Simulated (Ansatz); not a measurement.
**NaMgI3 (built on the sites of a database entry of CsMgF3): the cell at rest**

Task: relax NaMgI3 (built on the sites of a database entry of CsMgF3) tightly.

Calculated with Ansatz 0.2.0; DFT r2SCAN, scalar-relativistic, plane waves, PAW.

Most raw output is cut from this account.

The structure was built from a prototype and need not be the compound's stable phase.

## 1. Set-up

It takes space group Pm-3m (No. 221, cubic). Conventional cell: a = 4.088 Å, b = 4.088 Å, c = 4.088 Å, α = 90.00°, β = 90.00°, γ = 90.00°. Na has 12 I at 2.89 Å nearest. Nearest to Mg lie 6 I at 2.04 Å. I has 2 Mg at 2.04 Å and 8 I at 2.89 Å and 4 Na at 2.89 Å nearest. Farther neighbours and most contacts between anions are not listed.

## 2. A coarse first look

First a cheap look: the gap decides the mesh and the occupations, the pressure tells how far the cell has to move.

input.yaml

```yaml
crystal:
  lattice:
    - [4.08841, 0.0, 0.0]
    - [0.0, 4.08841, 0.0]
    - [0.0, 0.0, 4.08841]
  atoms:
    - { symbol: Na, position: [0.0, 0.0, 0.0] }
    - { symbol: Mg, position: [0.5, 0.5, 0.5] }
    - { symbol: I, position: [0.0, 0.5, 0.5] }
    - { symbol: I, position: [0.5, 0.0, 0.5] }
    - { symbol: I, position: [0.5, 0.5, 0.0] }
kpoints:
  mp_grid: { grid: [4, 4, 4] }
hamiltonian:
  xc: r2scan
scf:
  occupations: { method: gaussian, width: 0.1 }
output:
  forces: true
  stress: true
  eigenvalues: true
```

Launch:

```console
$ ansatz run input.yaml --threads 8 --pin off --max-ram 14336MiB --backend cpu --events-out ev --progress --plain --runs-dir out
```

Elapsed: 0.94 s, on 8 threads of Arm Neoverse V2, shared host; peak memory 0.52 GiB.

Numbers from this step:

```
pressure          : 207.1 GPa
volume per atom   : 13.67 Å³
gap on the k-mesh : 0 eV
```

The coarse mesh shows no gap and a pressure of 207.1 GPa.

## 3. Coarse relaxation

The start is far from rest, so a relaxation with loose tolerances brings it close first.

input.yaml, as its differences from that of step 2:

```diff
@@ -12,3 +12,3 @@
 kpoints:
-  mp_grid: { grid: [4, 4, 4] }
+  mp_grid: { grid: [6, 6, 6] }
 hamiltonian:
@@ -21 +21,6 @@
   eigenvalues: true
+relax:
+  adjacent_minimum: "off"
+  f_tol: 0.05
+  max_steps: 80
+  cell: { stress_tol: 0.5 }
```

Wall time 23 s (8 threads); peak memory 1.2 GiB; 2.8 min of CPU time.

The steps of the relaxation:

| step | energy less that of the first step (eV) | largest force component (eV/Å) | pressure (GPa) | volume (Å³) |
| --- | --- | --- | --- | --- |
| 1 | 0.0000 | 0.0000 | 208.55 | 68.34 |
| 2 | -10.9962 | 0.0000 | 133.70 | 78.83 |
| 3 | -18.7016 | 0.0000 | 85.54 | 90.34 |
| 4 | -24.0794 | 0.0000 | 53.96 | 102.92 |
| 5 | -27.7111 | 0.0000 | 32.74 | 116.62 |
| 6 | -30.0619 | 0.0000 | 17.71 | 131.88 |
| 7 | -31.2457 | 0.0000 | 6.33 | 147.98 |
| 8 | -31.4432 | 0.0000 | -0.37 | 158.75 |
| 9* | -32.1763 | 0.0000 | 6.58 | 158.75 |
| 10 | -32.5381 | 0.0000 | 3.65 | 170.34 |
| 11 | -32.7576 | 0.0000 | 0.80 | 187.27 |
| 12 | -32.7721 | 0.0000 | 0.15 | 192.62 |
| 13* | -32.7782 | 0.0000 | 0.15 | 192.62 |

Relaxation steps marked * repeat the geometry before them on a plane-wave basis chosen anew for their cell, so energy and pressure can jump there.

The run keeps the 48 symmetry operations that it works with, so distortions that break them were not tested.

| cell as run | before | after | change |
| --- | --- | --- | --- |
| a (Å) | 4.088 | 5.775 | +41.3 % |
| b (Å) | 4.088 | 5.775 | +41.3 % |
| c (Å) | 4.088 | 5.775 | +41.3 % |
| volume (Å³/atom) | 13.67 | 38.52 | +181.9 % |

Final coordinates:

```xyz
5
Lattice="5.7752 0.0000 0.0000 0.0000 5.7752 0.0000 0.0000 0.0000 5.7752" Properties=species:S:1:pos:R:3 pbc="T T T"
Na    0.0000    0.0000    0.0000
Mg    2.8876    2.8876    2.8876
I     0.0000    2.8876    2.8876
I     2.8876    0.0000    2.8876
I     2.8876    2.8876    0.0000
```

Numbers from this step:

- pressure: 0.1467 GPa
- gap on the k-mesh: 1.826 eV
- volume per atom: 38.52 Å³
- direct gap on mesh: 2.401 eV

In this step the volume went from 13.67 to 38.52 Å³/atom.

## 4. Relaxation

The cell and atoms are relaxed, since residual forces and stress would shift the frequencies.

input.yaml

```yaml
crystal:
  lattice:
    - [5.7752067717, 0.0, 0.0]
    - [0.0, 5.7752067717, 0.0]
    - [0.0, 0.0, 5.7752067717]
  atoms:
    - { symbol: Na, position: [0.0, 0.0, 0.0] }
    - { symbol: Mg, position: [0.5, 0.5, 0.5] }
    - { symbol: I, position: [0.0, 0.5, 0.5] }
    - { symbol: I, position: [0.5, 0.0, 0.5] }
    - { symbol: I, position: [0.5, 0.5, 0.0] }
kpoints:
  mp_grid: { grid: [4, 4, 4] }
hamiltonian:
  xc: r2scan
scf:
  occupations: { method: gaussian, width: 0.02 }
output:
  forces: true
  stress: true
  eigenvalues: true
relax:
  adjacent_minimum: "off"
  f_tol: 0.005
  max_steps: 80
  cell: { stress_tol: 0.05 }
```

Run time: 7.2 s. Hardware: 8 threads; peak memory 1.1 GiB.

Step by step:

| step | energy less that of the first step (eV) | largest force component (eV/Å) | pressure (GPa) | volume (Å³) |
| --- | --- | --- | --- | --- |
| 1 | 0.0000 | 0.0000 | 0.15 | 192.62 |
| 2 | -0.0004 | 0.0000 | 0.06 | 193.37 |
| 3 | -0.0005 | 0.0000 | 0.00 | 193.95 |
| 4* | -0.0006 | 0.0000 | 0.00 | 193.95 |

Relaxation steps marked * repeat the geometry before them on a plane-wave basis chosen anew for their cell, so energy and pressure can jump there.

The run keeps the 48 symmetry operations that it works with, so distortions that break them were not tested.

| conventional cell, symmetrised | before | after | change |
| --- | --- | --- | --- |
| a (Å) | 5.775 | 5.788 | +0.2 % |
| b (Å) | 5.775 | 5.788 | +0.2 % |
| c (Å) | 5.775 | 5.788 | +0.2 % |
| volume (Å³/atom) | 38.52 | 38.79 | +0.7 % |

Final coordinates:

```xyz
5
Lattice="5.7884 0.0000 0.0000 0.0000 5.7884 0.0000 0.0000 0.0000 5.7884" Properties=species:S:1:pos:R:3 pbc="T T T"
Na    0.0000    0.0000    0.0000
Mg    2.8942    2.8942    2.8942
I     0.0000    2.8942    2.8942
I     2.8942    0.0000    2.8942
I     2.8942    2.8942    0.0000
```

Numbers from this step:

```yaml
pressure: 0.001187 GPa
gap_on_the_k_mesh: 1.822 eV
volume_per_atom: 38.79 Å³
direct_gap_on_mesh: 2.392 eV
```

In this step the volume went from 38.52 to 38.79 Å³/atom.

## 5. Tight relaxation

Phonons need a cell at rest on their own settings, so the relaxation is repeated with tight tolerances on forces and stress, using the mesh and the filling of the phonon run that follows.

input.yaml

```yaml
crystal:
  lattice:
    - [5.7884207145, 0.0, 0.0]
    - [0.0, 5.7884207145, 0.0]
    - [0.0, 0.0, 5.7884207145]
  atoms:
    - { symbol: Na, position: [0.0, 0.0, 0.0] }
    - { symbol: Mg, position: [0.5, 0.5, 0.5] }
    - { symbol: I, position: [0.0, 0.5, 0.5] }
    - { symbol: I, position: [0.5, 0.0, 0.5] }
    - { symbol: I, position: [0.5, 0.5, 0.0] }
kpoints:
  mp_grid: { grid: [4, 4, 4] }
hamiltonian:
  xc: r2scan
scf:
  occupations: { method: fixed }
output:
  forces: true
  stress: true
  eigenvalues: true
relax:
  adjacent_minimum: "off"
  f_tol: 0.001
  max_steps: 60
  cell: { stress_tol: 0.01 }
```

The job ended after 4.1 s (8 threads; peak memory 1.1 GiB; 28 s of CPU time).

Little changed from the start: no atom moved by 0.005 Å and no cell edge by 0.1 %.

This step gave:

| Quantity | Value |
| --- | --- |
| pressure | 0.001189 GPa |

The forces vanish by symmetry and the pressure is 0.001 GPa, within the tolerances set. The cell now holds 38.79 Å³/atom.

## 6. Summary of results

```yaml
space_group_after_relaxation_within_0p01_a: Pm-3m
lattice_constant_a: 5.788 Å
lattice_constant_b: 5.788 Å
lattice_constant_c: 5.788 Å
volume_per_atom: 38.8 Å³
gap_on_the_k_mesh: 1.82 eV
```

The forces vanish by symmetry and the pressure is 0.001 GPa, within the tolerances set. The cell now holds 38.79 Å³/atom. The relaxation keeps the symmetry of its start, so it says nothing on stability against lower symmetry. Spin-orbit coupling is left out, which can matter for the heavy elements here. The starting cell was built on a prototype and not taken from a measurement, so the phase need not exist.

[Logs are printed without paths, hosts, clocks, repeated set-up lines and the standing remarks that a program may print on its own settings, such as how far it seeks lower states.]

[Hosts, paths, dates, database ids (printed as entryN), source tags and the programs' standing remarks are cut or masked in the printed files.]
